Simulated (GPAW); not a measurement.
# WSe2 (P6_3/mmc): one start, several treatments of the self-energy

Aim: compare treatments of exchange, screening and correlation for the gap of WSe2 (P6_3/mmc).

Calculated with GPAW 26.7.0; PBE and many-body steps on it, plane waves.

The database entry behind the starting cell differs from later determinations by our own check (a about 0.2 % long), so it need not match the best structure at ambient conditions.

## 1. Set-up

It takes space group P6_3/mmc (No. 194, hexagonal). Conventional cell: a = 3.290 Å, b = 3.290 Å, c = 12.970 Å, α = 90.00°, β = 90.00°, γ = 120.00°. Nearest to W lie 6 Se at 2.53 Å. Nearest to Se lie 3 W at 2.53 Å. Farther neighbours and most contacts between anions are not listed.

Structure file:

```cif
data_structure
_symmetry_space_group_name_H-M 'P 1'
_symmetry_Int_Tables_number 1
_cell_length_a 3.2900
_cell_length_b 3.2900
_cell_length_c 12.9700
_cell_angle_alpha 90.000
_cell_angle_beta 90.000
_cell_angle_gamma 120.000
_cell_volume 121.58
loop_
_atom_site_label
_atom_site_type_symbol
_atom_site_fract_x
_atom_site_fract_y
_atom_site_fract_z
_atom_site_occupancy
W1 W 0.33333 0.66667 0.25000 1
W2 W 0.66667 0.33333 0.75000 1
Se3 Se 0.33333 0.66667 0.62100 1
Se4 Se 0.66667 0.33333 0.12100 1
Se5 Se 0.33333 0.66667 0.87900 1
Se6 Se 0.66667 0.33333 0.37900 1
```

The cell and positions come from the Crystallography Open Database and are kept as given unless a step says otherwise. Spin-orbit coupling is left out unless a step names it.

## 2. Empty states on the mesh, 6×6×1 mesh, 286 bands

This step: GPAW 26.7.0; DFT, PBE, plane waves, PAW.

The sums over transitions need many empty states on a uniform mesh; this step solves for them.

The input, run.py:

```python
import json
import numpy as np
from gpaw.mpi import world
from gpaw import GPAW

calc = GPAW('gs.gpw').fixed_density(kpts={'size': (6, 6, 1), 'gamma': True},
    parallel={'domain': 1, 'band': 1},
    txt='nscf.txt')
calc.diagonalize_full_hamiltonian(nbands=286)
calc.write('full.gpw', mode='all')
res = {}
kpts = calc.get_ibz_k_points()
res['kpts'] = kpts
res['eigenvalues'] = [calc.get_eigenvalues(kpt=k) for k in range(len(kpts))]
res['n_electrons'] = calc.get_number_of_electrons()

if world.rank == 0:
    with open('result.json', 'w') as f:
        json.dump(res, f, default=lambda x: x.tolist())
```

Launch:

```console
$ mpirun -n 4 gpaw python run.py
```

Numbers of over 12 decimals in the logs are rounded to 6 here.

The log of the run:

```text
Diagonalizing LCAO Hamiltonian
Converting LCAO to pw mode
convergence criteria:
- Maximum integral of absolute [eigenst]ate change: 4e-08 eV^2 / valence electron
maximum number of iterations: 100

SCF iterations
|iter     |     time |      energy | eigst |  dens |
|iter:   1|  |             | +0.14 |       |
|iter:   2|  |             | -1.47 |       |
|iter:   3|  |             | -2.53 |       |
[...]
|iter:   8|  |             | -6.65 |       |
|iter:   9|  |             | -7.05 |       |
|iter:  10|  |             | -7.87c|       |
SCF steps: 10
  __  _  _
 | _ |_)|_||  |
 |__||  | ||/\| - 26.7.0

Input parameters:
  mode=PW(ecut=450.000000),
  convergence={'density': 1e-06, 'bands': -3},
  gpts=array([18, 18, 64]),
  kpts=MonkhorstPack(size=(6, 6, 1), gamma=True),
  maxiter=100,
  nbands=35,
  occupations=Occupations(name='fermi-dirac', width=0.001, fixmagmom=False),
  parallel={'domain': 1, 'band': 1},
  xc=XC(name='PBE')
Matrix size: 2637x2637
# Writing to full.gpw (mode='all')
  [... matrices ...]

timing:  # [seconds]
  Total: 34.588  # ━━━━━━━━━━━━━━━━━━━━━━━━━━━━━━━━━━━━━━━━━━━━━━━━━━━━━━━━━━
```

Wall time 41 s (4 MPI ranks of Arm Neoverse V1, shared host); peak memory 2.7 GiB; 2.7 min of CPU time.

Numbers from this step:

* gap: 0.9662 eV
* k of the valence top: 0, 0, 0
* k of the conduction bottom: 0.3333, -0.1667, 0
* least direct gap: 1.524 eV
* k points computed: 7
* lowest point of the top converged band, above the valence top: 83.3490 eV

On this mesh the gap is 0.966 eV.

## 3. G0W0, Godby-Needs plasmon pole

Now the one-shot GW correction: screening in the RPA, then the self-energy of the levels asked for.

This step: G0W0 on PBE, plane waves, PAW.

The input, run.py:

```python
import json
import numpy as np
from gpaw.mpi import world
from gpaw.response.g0w0 import G0W0

gw = G0W0('full.gpw',
    filename='gw',
    kpts=[0, 2, 4],
    bands=(24, 28),
    ecut=100,
    nbands=276,
    integrate_gamma='WS',
    ppa=True)
gw.calculate()
res = {mode: {k: v for k, v in r.items() if k != 'sigma_eskwn'}
       for mode, r in gw.all_results.items()}

if world.rank == 0:
    with open('result.json', 'w') as f:
        json.dump(res, f, default=lambda x: x.tolist())
```

Launch:

```console
$ mpirun -n 4 gpaw python run.py
```

The log of the run:

```text
Using integrator: PointIntegrator
FrequencyGridDescriptor(from 0.000+0.000j to 0.000+27.211j eV, 2 points)
Nonperiodic BCs:  [False False False]
Using integrator: PointIntegrator
FrequencyGridDescriptor(from 0.000+0.000j to 0.000+27.211j eV, 2 points)
Nonperiodic BCs:  [False False False]
  ___  _ _ _
 |   || | | |
 | | || | | |
 |__ ||_____|
 |___|

BZ k-points: Symmetries present (total): 12

  [... matrices ...]
36 k-points: 6 x 6 x 1 Monkhorst-Pack grid + [1/12,1/12,0.000000]
7 k-points in the irreducible part of the Brillouin zone
       k-points in crystal coordinates                weights
   0:     0.00000000    0.00000000    0.00000000          1/36
   1:     0.16666667    0.00000000    0.00000000          6/36
   2:     0.33333333   -0.16666667    0.00000000          6/36
   3:     0.33333333    0.00000000    0.00000000          6/36
   4:     0.33333333    0.33333333    0.00000000          2/36
   5:     0.50000000    0.33333333    0.00000000         12/36
   6:     0.50000000    0.50000000    0.00000000          3/36

Distributing spins, k-points and bands (1 x 3 x 4) over 4 processes
Number of blocks: 1

Quasi particle states:
k-points (IBZ indices): [0, 2, 4]
Band range: (24, 28)
  [... matrices ...]
Computational parameters:
Plane wave cut-off: 100 eV
Number of bands: 276
Coulomb cutoff: None
Broadening: 0.1 eV

fxc modes: GW
Kernel: RPA
Using Godby-Needs plasmon-pole approximation:
  Fitting energy: i*E0, E0 = 1.000 Hartree
Summing all q:

Calculating screened Coulomb potential
No Coulomb truncation
FrequencyGridDescriptor(from 0.000+0.000j to 0.000+27.211j eV, 2 points)
Removing empty qpoint cache files...

Calculating chi0 body with:
    Ground state adapter containing:
    Number of spins: 1
    Number of kpoints: 36
    Number of irreducible kpoints: 7
    Number of completely occupied states: 26
    Number of partially occupied states: 26
    Occupied states memory: 8.2265625 M / cpu

    Linear response parametrization:
    q_c: [1.3877787807814457e-17, 1.3877787807814457e-17, 0.0]
    Number of frequency points: 2
    Planewave cutoff: 100.0
    Number of bands: 276
    Number of planewaves: 291
    Broadening (eta): 1e-06
    comm.size: 4
    kncomm.size: 4
    blockcomm.size: 1

    Memory estimate of potentially large arrays:
        chi0_wGG: 2.584259 M / cpu
Integrating chi0 body.

Symmetries of q_c:
    Direct symmetries (Uq -> q): 12
    Indirect symmetries (TUq -> q): 0
In total 12 allowed symmetries.

  [... matrices ...]
7 groups of equivalent kpoints. 80.555556% reduction.

Integral kind: response function
Integrating chi0 head and wings.

Symmetries of q_c:
    Direct symmetries (Uq -> q): 12
    Indirect symmetries (TUq -> q): 0
In total 12 allowed symmetries.

  [... matrices ...]
7 groups of equivalent kpoints. 80.555556% reduction.

Integral kind: response function wings

Calculating chi0 body with:
    Ground state adapter containing:
    Number of spins: 1
    Number of kpoints: 36
    Number of irreducible kpoints: 7
    Number of completely occupied states: 26
    Number of partially occupied states: 26
[... the further q-points ...]

Results:
f:      Occupation numbers
eps:     KS-eigenvalues [eV]
vxc:     KS vxc [eV]
exx:     Exact exchange [eV]
sigma:   Self-energies [eV]
dsigma:  Self-energy derivatives
Z:       Renormalization factors
qp:      QP-energies [eV]

k-point 0 (0): (0.000, 0.000, 0.000)                GW
band       f     eps     vxc     exx   sigma  dsigma       Z      qp
                                                                   GW
  24   1.000   7.640 -15.898 -18.139   1.816  -0.252   0.798   7.300
  25   1.000   8.714 -18.769 -19.320   0.649  -0.267   0.789   8.791
  26   0.000  11.344 -18.203 -13.909  -3.609  -0.260   0.794  11.888
  27   0.000  11.344 -18.203 -13.909  -3.609  -0.260   0.794  11.888

k-point 1 (2): (0.333, -0.167, 0.000)                GW
band       f     eps     vxc     exx   sigma  dsigma       Z      qp
                                                                   GW
  24   1.000   7.563 -17.961 -19.279   1.292  -0.276   0.784   7.543
  25   1.000   7.603 -18.019 -19.358   1.306  -0.273   0.785   7.577
[...]
k-point 2 (4): (0.333, 0.333, 0.000)                GW
band       f     eps     vxc     exx   sigma  dsigma       Z      qp
                                                                   GW
[...]
25   1.000   8.504 -18.205 -18.716   0.569  -0.269   0.788   8.550
  26   0.000  10.028 -19.690 -15.623  -3.351  -0.273   0.786  10.591
  27   0.000  10.028 -19.690 -15.623  -3.351  -0.273   0.786  10.591
```

Run time: 2.8 min. Hardware: 4 MPI ranks; peak memory 1.8 GiB; 11 min of CPU time.

Numbers from this step:

| Item | Value |
| --- | --- |
| G0W0 gap on the points computed | 1.252 eV |
| least direct G0W0 gap on the computed points | 2.041 eV |
| Z at the valence top | 0.7890 |
| Z at the conduction bottom | 0.7964 |
| starting gap on the mesh | 0.9662 eV |
| k of the valence top | 0, 0, 0 |
| k of the conduction bottom | 0.3333, -0.1667, 0 |

The gap on the mesh goes from 0.97 eV to 1.25 eV, a correction of +0.29 eV.

## 4. G0W0, full frequency, Hilbert transform

Edit run.py of step 3 so:

```diff
@@ -12,3 +12,5 @@
     integrate_gamma='WS',
-    ppa=True)
+    frequencies={'type': 'nonlinear', 'domega0': 0.1, 'omega2': 15.0},
+    eta=0.1,
+    nblocksmax=True)
 gw.calculate()
```

Launch:

```console
$ mpirun -n 4 gpaw python run.py
```

The log of the run:

```text
Using integrator: PointIntegrator
NonLinearFrequencyDescriptor(from 0.000 to 159.133 eV, 296 points)
Nonperiodic BCs:  [False False False]
Using integrator: PointIntegrator
NonLinearFrequencyDescriptor(from 0.000 to 159.133 eV, 296 points)
Nonperiodic BCs:  [False False False]
  ___  _ _ _
 |   || | | |
 | | || | | |
 |__ ||_____|
 |___|

BZ k-points: Symmetries present (total): 12

  [... matrices ...]
36 k-points: 6 x 6 x 1 Monkhorst-Pack grid + [1/12,1/12,0.000000]
7 k-points in the irreducible part of the Brillouin zone
       k-points in crystal coordinates                weights
   0:     0.00000000    0.00000000    0.00000000          1/36
   1:     0.16666667    0.00000000    0.00000000          6/36
   2:     0.33333333   -0.16666667    0.00000000          6/36
   3:     0.33333333    0.00000000    0.00000000          6/36
   4:     0.33333333    0.33333333    0.00000000          2/36
   5:     0.50000000    0.33333333    0.00000000         12/36
   6:     0.50000000    0.50000000    0.00000000          3/36

Distributing spins, k-points and bands (1 x 3 x 4) over 1 process
Number of blocks: 4

Quasi particle states:
k-points (IBZ indices): [0, 2, 4]
Band range: (24, 28)
  [... matrices ...]
Computational parameters:
Plane wave cut-off: 100 eV
Number of bands: 276
Coulomb cutoff: None
Broadening: 0.1 eV

fxc modes: GW
Kernel: RPA
Using full-frequency real axis integration
Summing all q:

Calculating screened Coulomb potential
No Coulomb truncation
NonLinearFrequencyDescriptor(from 0.000 to 159.133 eV, 296 points)
Removing empty qpoint cache files...

Calculating chi0 body with:
    Ground state adapter containing:
    Number of spins: 1
    Number of kpoints: 36
    Number of irreducible kpoints: 7
    Number of completely occupied states: 26
[...]
comm.size: 4
    kncomm.size: 1
    blockcomm.size: 4

    Memory estimate of potentially large arrays:
        chi0_wGG: 95.617584 M / cpu
Integrating chi0 body.

Symmetries of q_c:
    Direct symmetries (Uq -> q): 12
    Indirect symmetries (TUq -> q): 0
In total 12 allowed symmetries.

  [... matrices ...]
7 groups of equivalent kpoints. 80.555556% reduction.

Integral kind: spectral function
Integrating chi0 head and wings.

Symmetries of q_c:
    Direct symmetries (Uq -> q): 12
    Indirect symmetries (TUq -> q): 0
In total 12 allowed symmetries.

  [... matrices ...]
7 groups of equivalent kpoints. 80.555556% reduction.

Integral kind: spectral function wings

Calculating chi0 body with:
    Ground state adapter containing:
    Number of spins: 1
    Number of kpoints: 36
    Number of irreducible kpoints: 7
    Number of completely occupied states: 26
    Number of partially occupied states: 26
[... the further q-points ...]

Results:
f:      Occupation numbers
eps:     KS-eigenvalues [eV]
vxc:     KS vxc [eV]
exx:     Exact exchange [eV]
sigma:   Self-energies [eV]
dsigma:  Self-energy derivatives
Z:       Renormalization factors
qp:      QP-energies [eV]

k-point 0 (0): (0.000, 0.000, 0.000)                GW
band       f     eps     vxc     exx   sigma  dsigma       Z      qp
                                                                   GW
  24   1.000   7.640 -15.898 -18.139   1.806  -0.305   0.766   7.306
  25   1.000   8.714 -18.769 -19.320   0.683  -0.326   0.754   8.813
  26   0.000  11.344 -18.203 -13.909  -3.630  -0.322   0.757  11.846
[...]
k-point 1 (2): (0.333, -0.167, 0.000)                GW
band       f     eps     vxc     exx   sigma  dsigma       Z      qp
                                                                   GW
[...]
k-point 2 (4): (0.333, 0.333, 0.000)                GW
band       f     eps     vxc     exx   sigma  dsigma       Z      qp
                                                                   GW
[...]
26   0.000  10.028 -19.690 -15.623  -3.340  -0.327   0.754  10.576
  27   0.000  10.028 -19.690 -15.623  -3.340  -0.327   0.753  10.576
```

It took 5.6 min on 4 MPI ranks; peak memory 3.2 GiB; 22 min of CPU time.

This step gave:

- G0W0 gap on the points computed: 1.236 eV
- least direct G0W0 gap on the computed points: 1.993 eV
- Z at the valence top: 0.7540
- Z at the conduction bottom: 0.7666
- starting gap on the mesh: 0.9662 eV
- k of the valence top: 0, 0, 0
- k of the conduction bottom: 0.3333, -0.1667, 0

Against G0W0 in GPAW (6×6×1 mesh, 276 bands, screening to 100 eV, Godby-Needs plasmon pole), the gap moves by −0.015 eV.

## 5. G0W0, multipole

Edit run.py of step 4 so:

```diff
@@ -12,5 +12,3 @@
     integrate_gamma='WS',
-    frequencies={'type': 'nonlinear', 'domega0': 0.1, 'omega2': 15.0},
-    eta=0.1,
-    nblocksmax=True)
+    mpa={'npoles': 4, 'wrange': [0, 40], 'varpi': 20.0, 'eta0': 0.01, 'eta_rest': 1.0, 'alpha': 1})
 gw.calculate()
```

Launch:

```console
$ mpirun -n 4 gpaw python run.py
```

The log of the run:

```text
Using integrator: PointIntegrator
FrequencyGridDescriptor(from 0.000+0.010j to 40.000+20.000j eV, 8 points)
Nonperiodic BCs:  [False False False]
Using integrator: PointIntegrator
FrequencyGridDescriptor(from 0.000+0.010j to 40.000+20.000j eV, 8 points)
Nonperiodic BCs:  [False False False]
  ___  _ _ _
 |   || | | |
 | | || | | |
 |__ ||_____|
 |___|

BZ k-points: Symmetries present (total): 12

  [... matrices ...]
36 k-points: 6 x 6 x 1 Monkhorst-Pack grid + [1/12,1/12,0.000000]
7 k-points in the irreducible part of the Brillouin zone
[...]
26   0.000  11.344 -18.203 -13.909  -3.644  -0.312   0.762  11.840
[...]
k-point 1 (2): (0.333, -0.167, 0.000)                GW
band       f     eps     vxc     exx   sigma  dsigma       Z      qp
                                                                   GW
[...]
k-point 2 (4): (0.333, 0.333, 0.000)                GW
band       f     eps     vxc     exx   sigma  dsigma       Z      qp
                                                                   GW
[...]
26   0.000  10.028 -19.690 -15.623  -3.349  -0.329   0.752  10.568
  27   0.000  10.028 -19.690 -15.623  -3.349  -0.329   0.752  10.568
```

The job ended after 5.1 min (4 MPI ranks; peak memory 1.9 GiB; 21 min of CPU time).

This step gave:

| Quantity | Value |
| --- | --- |
| G0W0 gap on the points computed | 1.232 eV |
| least direct G0W0 gap on the computed points | 1.993 eV |
| starting gap on the mesh | 0.9662 eV |
| k of the valence top | 0, 0, 0 |
| k of the conduction bottom | 0.3333, -0.1667, 0 |

Against G0W0 in GPAW (6×6×1 mesh, 276 bands, screening to 100 eV, Godby-Needs plasmon pole), the gap moves by −0.020 eV.

## 6. Side by side

Times are wall times on 4 MPI ranks of Arm Neoverse V1, shared host, good to a factor of about two.

```csv
run,mesh,bands,screening cutoff (eV),DFT gap (eV),gap on the mesh (eV),direct (eV),time
"G0W0, Godby-Needs plasmon pole",6×6×1,276,100,0.966,1.252,2.041,2.8 min
"G0W0, full frequency, Hilbert transform",6×6×1,276,100,0.966,1.236,1.993,5.6 min
"G0W0, multipole",6×6×1,276,100,0.966,1.232,1.993,5.1 min
```

## 7. Outcome

| Item | Value |
| --- | --- |
| G0W0, Godby-Needs plasmon pole | 1.252 eV |
| G0W0, full frequency, Hilbert transform | 1.236 eV |
| G0W0, multipole | 1.232 eV |
| known limits | not at the basis limit; no spin-orbit coupling; coarse k mesh |

G0W0, full frequency, Hilbert transform: −0.015 eV against G0W0, Godby-Needs plasmon pole. G0W0, multipole: −0.020 eV against G0W0, Godby-Needs plasmon pole. Bands and cutoff are finite, so the gap is not at the basis limit. The miss can reach some tenths of an eV and take either sign; the mesh is an error of its own. These stock PAW sets were not made for GW; the filled d or f shell of Se and W lies in the frozen core, which bears on start and correction. In the G0W0 runs levels were corrected at 3 k points alone, so a gap called «on the mesh» is the least over those, and an edge elsewhere would be missed. The 6×6×1 mesh is coarse for this cell, which bears on the long-range parts of exchange and screening. The many-body steps are scalar-relativistic: spin-orbit coupling is not in them.

[Paths, hosts, dates, memory and timing lines, banners, echoed tables and standing remarks are left out of the program output.]

[Logs are printed without paths, hosts, clocks, repeated set-up lines and the standing remarks that a program may print on its own settings, such as how far it seeks lower states.]

[Runs of the session that timed out or met a known fault of the program may be left out.]

[Hosts, paths, dates, database ids (printed as entryN), source tags and the programs' standing remarks are cut or masked in the printed files.]
